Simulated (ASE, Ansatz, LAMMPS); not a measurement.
# Memory against size: Σ5 (001) twist boundary in Ge (160 atoms) repeated, support functions

The cell holds 160 atoms: 160 Ge. Its edges and angles: a = 12.652 Å, b = 12.652 Å, c = 23.060 Å, α = 90.0°, β = 90.0°, γ = 90.0°. It derives from Ge (diamond-structure). Diamond-structure Ge (a = 5.658 Å); two grains turned against each other by 53.13 deg about [001]; 1 x 1 coincidence cells, 2 lattice periods a grain, two boundaries a cell, upper grain shifted by [0.711, 0.431] of the boundary cell and opened by 0.3 Å, one atom of each pair nearer than 1.592 Å removed; minimised with a classical potential (one cell length free). Regions: lower grain, 80 atoms (80 Ge); upper grain, 80 atoms (80 Ge).

Calculated with Ansatz 0.2.0: Kohn-Sham DFT, revPBE, PAW (set soft_2), localised support functions (medium); the typed cell is repeated and solved at Γ on 1 × NVIDIA GB200 with 32 threads of Arm Neoverse V2, shared host.

| atoms | memory planned on the GPU (GiB) | repeats | SCF cycles |
| --- | --- | --- | --- |
| 160 | 6.9 | 1×1×1 | 17 |
| 640 | 22.8 | 2×2×1 | 17 |
| 1440 | ? | ? | ? |
| 2880 | 132.3 | 3×3×2 | 20 |

Task: Fit a power law of the atom count to the rows given and interpolate to the withheld row.

**Working.**

A power law y = A x^b is a line in u = ln x and v = ln y.

| u = ln x | v = ln y |
| --- | --- |
| 5.07517 | 1.93152 |
| 6.46147 | 3.12676 |
| 7.96555 | 4.88507 |

With n = 3: mean u = 6.50073, mean v = 3.31445, Σ(u − ū)² = 4.1794, Σ(u − ū)(v − v̄) = 4.2795. Slope b = 4.2795 / 4.1794 = 1.0239; intercept a = v̄ − b ū = -3.3419.

At the withheld row u = 7.272, v = a + b u = 4.105, and y = exp(v).

Prediction at 1440: 60.62 GiB. The run gave 54.8 GiB, so the fit is high by 5.8 GiB (11 % of the value).

The fitted exponent is 1.0. Between neighbouring rows, the withheld one included, the exponents are 0.86, 1.1 and 1.3, so one power law doesn't hold over the range. Among the rows given, the largest relative miss of the fit is at 640, by 3.6 GiB (16 %).

Limits: One run a row. Whether the card's size bounds the plan at the largest cells wasn't tested.

[Hosts, paths, dates, database ids (printed as entryN), source tags and the programs' standing remarks are cut or masked in the printed files.]
